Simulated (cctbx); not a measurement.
**Accept or mend?**

Cell a = 3.0080 Å, b = 3.0080 Å, c = 14.1530 Å, α = 90.00°, β = 90.00°, γ = 120.00°; space group P6_3/mmc (no. 194). The compound is CdBPt2.

The data are simulated with cctbx, not measured: Mo Kα, λ = 0.71073 Å, to d = 0.7 Å, 80 % of the full sphere, strongest reflection 20000 counts, noise from counting, a 2 % proportional error and a noise floor of 2 counts (s.d.); no absorption.

An anisotropic refinement with weights 1/σ² prints:

```text
Rint 0.021, 94 unique reflections to 0.70 A
cycle     R1     wR2    GooF  max shift (A)
   1  0.0606  0.1339  11.122   0.00174
   2  0.0145  0.0359   2.985   0.00000
final R1 0.0145 wR2 0.0359 GooF 2.985  parameters 7  data/parameter 13.4
atom        x        y        z      Ueq    occ   su(xyz)  su(Uiso or U11)
Pt1    0.66667  0.33333  0.92472   0.0014  1.000  0.00003  0.0002
Cd1    0.33333  0.66667  0.75000   0.0158  1.000  0.00000  0.0004
B1     0.00000  0.00000  0.00000   0.0102  1.000  0.00000  0.0048
difference map: max 1.10 min -3.42 rms 0.44
Q1    0.3333  0.6667  0.6252    4    1.11  1.77 A from Cd1
Q2    0.1147  0.2295  0.2500    6    0.92  1.53 A from Cd1
Q3    0.1756  0.3512  0.7136   12    0.92  0.97 A from Cd1
Q4    0.0000  0.0000  0.0478    4    0.91  0.68 A from B1
Q5    0.0285  0.5143  0.7010   12    0.81  1.05 A from Cd1
Q6    0.0250  0.5125  0.2500    6    0.77  0.93 A from Cd1
```

**Question.** Can this result stand? If not, what is the likely fault?

Mend it. The fault: dispersion terms of the wrong wavelength (1.54184 Å). Against the right model at the same level, R1 goes from 0.0052 to 0.0145 and GooF from 0.99 to 2.98, U of Pt1 shrinks from 0.0026 to 0.0014 Å², U of Cd1 swells from 0.0111 to 0.0158 Å² and a hole of -3.4 e/Å³ opens. f′ and f″ must be those of the data's wavelength; the error mimics a mistyped heavy atom. The signs are weak, and the output alone doesn't single this fault out.

The compound is CdBPt2. The right model at the same level gives:

```text
Rint 0.021, 94 unique reflections to 0.70 A
cycle     R1     wR2    GooF  max shift (A)
   1  0.0251  0.0578   4.803   0.00139
   2  0.0052  0.0119   0.988   0.00000
final R1 0.0052 wR2 0.0119 GooF 0.988  parameters 7  data/parameter 13.4
atom        x        y        z      Ueq    occ   su(xyz)  su(Uiso or U11)
Pt1    0.66667  0.33333  0.92470   0.0026  1.000  0.00001  0.0001
Cd1    0.33333  0.66667  0.75000   0.0111  1.000  0.00000  0.0001
B1     0.00000  0.00000  0.00000   0.0076  1.000  0.00000  0.0015
difference map: max 0.74 min -0.45 rms 0.15
Q1    0.3333  0.6667  0.6325    4    0.74  1.66 A from Cd1
Q2    0.0000  0.0000  0.0484    4    0.65  0.69 A from B1
Q3    0.1389  0.2778  0.2500    6    0.51  1.51 A from Cd1
Q4    0.0424  0.5212  0.1844   12    0.48  1.35 A from Cd1
Q5    0.0000  0.0000  0.1723    4    0.47  2.06 A from Cd1
Q6    0.1673  0.3346  0.6788   12    0.42  1.33 A from Cd1
```

Isotropic U is held between 0.0001 and 1 Å² by the program, and listed peak heights are interpolated, so they can pass the grid's maximum.

The model was made for the exercise: a known structure type with other elements put in, its volume estimated, not relaxed; displacement parameters are assumed.

[Middle refinement cycles are left out of these outputs.]

[Logs are printed without paths, hosts, clocks, repeated set-up lines and the standing remarks that a program may print on its own settings, such as how far it seeks lower states.]
